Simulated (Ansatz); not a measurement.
# Converging the field response of a TiO2 (110) film, part 3 of 3

Aim: a convergence study of the equivalent conductor thickness of a TiO2 (110) film, with the cost of each setting.

Ansatz 0.2.0; plane-wave DFT, PBE, Ansatz PAW (the session's first sound run).

So far, equivalent conductor thickness p/(ε₀AE) (Å): step 2 (run, setting first choice) 8.70; step 14 (run, box 27 Å (run 5)) 8.71; step 15 (single point, box 27 Å (run 5)) 8.71; step 16 (single point, box 27 Å (run 6)) 9.02; step 17 (single point, box 27 Å (run 7)) 8.67.

## (18) Run, box 27 Å (run 6)

Contents of input.yaml:

```yaml
crystal:
  lattice:
    - [2.959, 0.0, 0.0]
    - [0.0, 6.49689711, 0.0]
    - [0.0, 0.0, 27.0306869767]
  atoms:
    - { symbol: O, position: [0.0, 0.5, 0.3329549119] }
    - { symbol: Ti, position: [0.0, 0.0, 0.3798236776] }
    - { symbol: Ti, position: [0.5, 0.5, 0.3798236776] }
    - { symbol: O, position: [0.5, 0.805, 0.3798236776] }
    - { symbol: O, position: [0.5, 0.195, 0.3798236776] }
    - { symbol: O, position: [0.0, 0.5, 0.4266924433] }
    - { symbol: O, position: [0.0, 0.0, 0.4531312343] }
    - { symbol: Ti, position: [0.0, 0.5, 0.5] }
    - { symbol: Ti, position: [0.5, 0.0, 0.5] }
    - { symbol: O, position: [0.5, 0.305, 0.5] }
    - { symbol: O, position: [0.5, 0.695, 0.5] }
    - { symbol: O, position: [0.0, 0.0, 0.5468687657] }
    - { symbol: O, position: [0.0, 0.5, 0.5733075567] }
    - { symbol: Ti, position: [0.0, 0.0, 0.6201763224] }
    - { symbol: Ti, position: [0.5, 0.5, 0.6201763224] }
    - { symbol: O, position: [0.5, 0.805, 0.6201763224] }
    - { symbol: O, position: [0.5, 0.195, 0.6201763224] }
    - { symbol: O, position: [0.0, 0.5, 0.6670450881] }
kpoints:
  mp_grid: { grid: [10, 4, 1] }
hamiltonian:
  xc: pbe
scf:
  occupations: { method: fixed }
  convergence: { dr2_threshold: 1.0e-08 }
efield:
  axis: 3
  dipole_correction: true
  ramp_position: 0.97
  ramp_width: 0.06
  amplitude: 0.1
output:
  write_potential: true
  write_density: true
  volumetric_format: npy
```

Command:

```sh
ansatz run input.yaml --threads 4 --pin off --max-ram 6144MiB --backend cpu --events-out ev --progress --plain --runs-dir out
```

Numbers of over 12 decimals in the logs are rounded to 6 here.

Output:

```text
[...]
Crystal: 18 atoms, lattice volume = 519.647 Å³
Basis set: ecut = 420 eV, 10071 PW (Γ)
Bands: 90, of which v1, the nominal top of the filled ones, is band 72 counted from 1 (71 counted from 0)
Symmetry: 4 space group operations
k-points: 18 of 40
[...]
k-point 0: bands = [... 68 lower, -1.1896, -1.0951, -1.0869, -1.0520, 0.0412, 0.2526, 0.4024, 0.4666, ... 14 higher]
  k-point 1: bands = [... 68 lower, -1.2954, -1.1983, -1.1269, -1.0386, 0.0734, 0.4639, 0.4662, 0.6263, ... 14 higher]
  k-point 2: bands = [... 68 lower, -1.3523, -1.2494, -1.1528, -1.0417, 0.0829, 0.4658, 0.6089, 0.7299, ... 14 higher]
  k-point 17: bands = [... 68 lower, -1.6135, -1.4969, -1.4223, -1.2547, 0.0048, 0.3967, 0.5900, 0.6091, ... 14 higher]
[key lines of the parts left out:]
SCF converged after 19 iterations
Free energy (F): -21828.570089 eV
Fermi energy:    -0.908802 eV
Dipole field:    D = 0.032197 V/Å  (p = 0.092462 e·Å, saw-weighted, corrected)
```

It took 11 s on 4 threads of AMD EPYC 9R45, shared host; peak memory 1.7 GiB; 44 s of CPU time.

The dipole corresponds to a conductor 8.703 Å thick, -0.02 % from the first choice, at 0.92 times its CPU time.

## (19) Run, box 27 Å (run 7)

This step: plane-wave DFT, LDA, Ansatz PAW (Ansatz 0.2.0).

Changes to input.yaml since step 18:

```diff
@@ -27,6 +27,6 @@
 hamiltonian:
-  xc: pbe
+  xc: lda
 scf:
   occupations: { method: fixed }
-  convergence: { dr2_threshold: 1.0e-08 }
+  convergence: { dr2_threshold: 1.0e-10 }
 efield:
```

Output:

```text
[...]
Crystal: 18 atoms, lattice volume = 519.647 Å³
Basis set: ecut = 420 eV, 10071 PW (Γ)
Bands: 90, of which v1, the nominal top of the filled ones, is band 72 counted from 1 (71 counted from 0)
Symmetry: 4 space group operations
k-points: 18 of 40
[...]
k-point 0: bands = [... 68 lower, -1.5697, -1.4680, -1.4534, -1.4214, -0.3676, -0.1780, -0.0338, 0.0759, ... 14 higher]
  k-point 1: bands = [... 68 lower, -1.6800, -1.5858, -1.4867, -1.4069, -0.3306, 0.0436, 0.0754, 0.1927, ... 14 higher]
  k-point 2: bands = [... 68 lower, -1.7250, -1.6398, -1.5135, -1.4093, -0.3201, 0.0750, 0.1980, 0.3460, ... 14 higher]
  k-point 17: bands = [... 68 lower, -1.9692, -1.8547, -1.8224, -1.6473, -0.4111, 0.0031, 0.1630, 0.1892, ... 14 higher]
[key lines of the parts left out:]
SCF converged after 21 iterations
Free energy (F): -21386.761838 eV
Fermi energy:    -1.272029 eV
Dipole field:    D = 0.032263 V/Å  (p = 0.092651 e·Å, saw-weighted, corrected)
```

The job ended after 12 s (4 threads; peak memory 1.7 GiB; 47 s of CPU time).

The dipole corresponds to a conductor 8.721 Å thick, +0.19 % from the first choice, at 0.99 times its CPU time.

## (20) Single point, box 27 Å (run 8)

This step: plane-wave DFT, r2SCAN, Ansatz PAW (Ansatz 0.2.0).

Changes to input.yaml since step 19:

```diff
@@ -27,3 +27,3 @@
 hamiltonian:
-  xc: lda
+  xc: r2scan
 scf:
```

Output:

```text
[...]
Crystal: 18 atoms, lattice volume = 519.647 Å³
Basis set: ecut = 500 eV, 13183 PW (Γ), exchange–correlation on 96×192×800 points (64 copies of the dense FFT grid, shifted against one another)
Bands: 90, of which v1, the nominal top of the filled ones, is band 72 counted from 1 (71 counted from 0)
Symmetry: 4 space group operations
k-points: 18 of 40
[...]
k-point 0: bands = [... 68 lower, -1.4668, -1.4222, -1.3549, -1.3545, -0.0325, 0.1986, 0.3682, 0.3831, ... 14 higher]
  k-point 1: bands = [... 68 lower, -1.5670, -1.4576, -1.4526, -1.3415, -0.0015, 0.3827, 0.3985, 0.5872, ... 14 higher]
  k-point 2: bands = [... 68 lower, -1.6225, -1.5066, -1.4780, -1.3467, 0.0088, 0.3823, 0.5378, 0.6455, ... 14 higher]
  k-point 17: bands = [... 68 lower, -1.9317, -1.8022, -1.6821, -1.5216, -0.0759, 0.2974, 0.5505, 0.5667, ... 14 higher]
[key lines of the parts left out:]
SCF converged after 16 iterations
Free energy (F): -21873.689074 eV
Fermi energy:    -1.211432 eV
Dipole field:    D = 0.031638 V/Å  (p = 0.090855 e·Å, saw-weighted, corrected)
```

Run time: 20 s. Hardware: 4 threads; peak memory 2.8 GiB; 78 s of CPU time.

The dipole corresponds to a conductor 8.552 Å thick, -1.75 % from the first choice, at 1.6 times its CPU time.

## (21) Single point, box 27 Å (run 9)

This step: plane-wave DFT, PBE, norm-conserving (Ansatz 0.2.0).

Changes to input.yaml since step 20:

```diff
@@ -27,3 +27,4 @@
 hamiltonian:
-  xc: r2scan
+  xc: pbe
+  pseudopotentials: { kind: nc }
 scf:
```

Output:

```text
[...]
Crystal: 18 atoms, lattice volume = 519.647 Å³
Basis set: ecut = 1240 eV, 51663 PW (Γ)
Bands: 90, of which v1, the nominal top of the filled ones, is band 72 counted from 1 (71 counted from 0)
Symmetry: 4 space group operations
k-points: 18 of 40
[...]
k-point 0: bands = [... 68 lower, -1.2027, -1.1088, -1.0998, -1.0663, 0.0273, 0.2373, 0.3877, 0.4566, ... 14 higher]
  k-point 1: bands = [... 68 lower, -1.3081, -1.2107, -1.1404, -1.0527, 0.0600, 0.4490, 0.4561, 0.6114, ... 14 higher]
  k-point 2: bands = [... 68 lower, -1.3651, -1.2618, -1.1662, -1.0558, 0.0696, 0.4558, 0.5945, 0.7200, ... 14 higher]
  k-point 17: bands = [... 68 lower, -1.6157, -1.4984, -1.4353, -1.2676, -0.0092, 0.3836, 0.5767, 0.5985, ... 14 higher]
[key lines of the parts left out:]
SCF converged after 23 iterations
Free energy (F): -15302.289853 eV
Fermi energy:    -0.921518 eV
Dipole field:    D = 0.032185 V/Å  (p = 0.092428 e·Å, saw-weighted, corrected)
```

Wall time 58 s (4 threads); peak memory 5.2 GiB.

The dipole corresponds to a conductor 8.700 Å thick, -0.05 % from the first choice, at 4.8 times its CPU time.

## (22) Single point, box 27 Å (run 10)

This step: plane-wave DFT, PBE, JTH PAW (Ansatz 0.2.0).

Changes to input.yaml since step 21:

```diff
@@ -28,3 +28,3 @@
   xc: pbe
-  pseudopotentials: { kind: nc }
+  pseudopotentials: { kind: paw, source: jth }
 scf:
```

Output:

```text
[...]
k-point 0: bands = [... 68 lower, -1.1465, -1.0461, -1.0440, -1.0045, 0.0790, 0.2945, 0.4416, 0.5081, ... 14 higher]
  k-point 1: bands = [... 68 lower, -1.2527, -1.1558, -1.0779, -0.9914, 0.1103, 0.5076, 0.5077, 0.6686, ... 14 higher]
  k-point 2: bands = [... 68 lower, -1.3095, -1.2073, -1.1038, -0.9943, 0.1195, 0.5072, 0.6536, 0.7734, ... 14 higher]
  k-point 17: bands = [... 68 lower, -1.5572, -1.4407, -1.3815, -1.2135, 0.0428, 0.4368, 0.6287, 0.6490, ... 14 higher]
[key lines of the parts left out:]
SCF converged after 26 iterations
Free energy (F): -21826.932137 eV
Fermi energy:    -0.860231 eV
Dipole field:    D = 0.032211 V/Å  (p = 0.092503 e·Å, saw-weighted, corrected)
```

The job ended after 1.8 min (4 threads; peak memory 5.5 GiB).

The dipole corresponds to a conductor 8.707 Å thick, +0.03 % from the first choice, at 8.2 times its CPU time.

## (23) Side by side

Times are for 4 threads of AMD EPYC 9R45, shared host. Results by setting:

```csv
no.,setting,equivalent conductor thickness p/(ε₀AE) (Å),time,memory (GiB)
1,first choice,8.704,12 s,1.7
2,cutoff 250 eV,8.689,5.9 s,0.98
3,cutoff 330 eV,8.705,8.4 s,1.3
4,cutoff 600 eV,8.705,21 s,2.7
5,mesh 1x1,9.091,1.1 s,0.54
6,mesh 2x1,8.859,1.6 s,0.82
7,mesh 5x2,8.710,4.8 s,1.3
8,mesh 20x8,8.704,39 s,3.0
9,vacuum 10 Å,8.704,8.4 s,1.3
10,vacuum 14 Å,8.704,10 s,1.5
11,vacuum 26 Å,8.703,17 s,2.1
12,field 0.005 V/Å,8.706,12 s,1.7
13,field 0.03 V/Å,8.705,12 s,1.7
14,field 0.3 V/Å,8.707,14 s,1.7
15,SCF threshold 1e-04 eV,9.017,11 s,1.7
16,SCF threshold 1e-06 eV,8.674,11 s,1.7
17,SCF threshold 1e-08 eV,8.703,11 s,1.7
18,"LDA, Ansatz PAW (420 eV)",8.721,12 s,1.7
19,"r2SCAN, Ansatz PAW (500 eV)",8.552,20 s,2.8
20,"PBE, norm-conserving (1240 eV)",8.700,58 s,5.2
21,"PBE, JTH PAW (1380 eV)",8.707,1.8 min,5.5
```

## (24) Summary of results

| Quantity | Value |
| --- | --- |
| equivalent conductor thickness, first choice | 8.704 Å |
| equivalent conductor thickness, cutoff 600 eV | 8.705 Å |
| equivalent conductor thickness, mesh 1x1 | 9.091 Å |
| equivalent conductor thickness, mesh 2x1 | 8.859 Å |
| equivalent conductor thickness, vacuum 26 Å | 8.703 Å |
| equivalent conductor thickness, SCF threshold 1e-04 eV | 9.017 Å |
| equivalent conductor thickness, LDA, Ansatz PAW (420 eV) | 8.721 Å |
| equivalent conductor thickness, r2SCAN, Ansatz PAW (500 eV) | 8.552 Å |

The first choice gives 8.70 Å. Numerical settings off by more than 1 % against it: mesh 1x1 (+4.4 %), mesh 2x1 (+1.8 %) and SCF threshold 1e-04 eV (+3.6 %). The cheapest single change that stays within 0.5 % is mesh 5x2, at 38 % of the CPU time. Functionals and files move it by +0.2 % (LDA, Ansatz PAW (420 eV)), -1.8 % (r2SCAN, Ansatz PAW (500 eV)), -0.1 % (PBE, norm-conserving (1240 eV)) and under 0.1 % (PBE, JTH PAW (1380 eV)). The film is symmetric and its atoms are held, so the dipole is the electronic response to the field alone. Times of a few seconds on a shared host rank the settings only roughly. In 1 run of the series (cutoff 250 eV) the program warns that electrons reach the sawtooth's ramp, which makes dipole and work function less sure.

[Logs are printed without paths, hosts, clocks, repeated set-up lines and the standing remarks that a program may print on its own settings, such as how far it seeks lower states.]

[Hosts, paths, dates, database ids (printed as entryN), source tags and the programs' standing remarks are cut or masked in the printed files.]

[Maps of the electrostatic potential energy from Ansatz leave out the sawtooth potential of an applied field or a dipole correction, so their vacuum need not be flat; planar profiles and work functions include it.]
